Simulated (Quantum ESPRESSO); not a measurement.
The O K edge of atom 5 in ZnGeO3 (R-3), with 1 Ge at 1.90 Å, 1 Ge at 1.96 Å, 1 Zn at 2.02 Å and 1 Zn at 2.34 Å (4-fold, site symmetry 1), was computed in 2 ways: full core hole (charged cell) and no core hole. Program and functional: Quantum ESPRESSO XSpectra, PBEsol, Lorentzian half width 0.3 eV up to 4 eV, rising linearly to 2.5 eV at 25 eV; cells of 10 atoms.

Each run is counted from its own lowest empty level or Fermi level and scaled to a mean of 1 over its first 20 eV. (XSpectra's own axis starts at xe0, in the gap; it has been shifted.)

```tsv
E (eV)	run 1	run 2
-2.0	0.03	0.03
-1.0	0.04	0.04
0.0	0.07	0.06
1.0	0.17	0.14
2.0	0.53	0.35
3.0	1.91	1.05
4.0	1.45	1.43
5.0	1.39	1.21
6.0	0.94	0.87
7.0	1.28	1.04
8.0	1.72	1.35
9.0	2.11	1.91
10.0	1.82	2.23
11.0	1.29	1.88
12.0	0.89	1.27
13.0	0.71	0.97
14.0	0.64	0.82
15.0	0.58	0.69
16.0	0.54	0.61
17.0	0.52	0.58
18.0	0.52	0.55
19.0	0.52	0.53
20.0	0.52	0.52
21.0	0.53	0.51
22.0	0.54	0.51
23.0	0.57	0.52
24.0	0.62	0.55
25.0	0.68	0.59
26.0	0.75	0.65
27.0	0.80	0.70
28.0	0.80	0.71
29.0	0.78	0.71
30.0	0.74	0.69
31.0	0.71	0.67
32.0	0.69	0.66
```

Q: Which run is which?

Run 1: full core hole (charged cell) (area from −2 to 6 eV 6.2, main maxima 3.4 eV (2.42), 4.4 eV (1.64) and 9.1 eV (2.11)). Run 2: no core hole (area from −2 to 6 eV 5.0, main maxima 3.6 eV (1.90), 4.5 eV (1.48) and 10.0 eV (2.23)). With each curve scaled to its own mean, the area from −2 to 6 eV with the hole is 6.2 against 5.0, and the centre of weight from −1 to 20 eV moves by -0.8 eV: the hole pulls the absorber's empty states down.

[Banner, clock and machine lines of the logs are left out without a mark of their own.]

[Logs are printed without paths, hosts, clocks, repeated set-up lines and the standing remarks that a program may print on its own settings, such as how far it seeks lower states.]

[Hosts, paths, dates, database ids (printed as entryN), source tags and the programs' standing remarks are cut or masked in the printed files.]

[Lists of maxima count a maximum above −3 eV only where it reaches 4 % of the highest in the window and stands out from its surroundings by 2 % of it (1.5 % where it reaches 55 %); shoulders and weaker maxima are passed over, and of the rest the first, up to two pre-edge ones and the few strongest are named.]
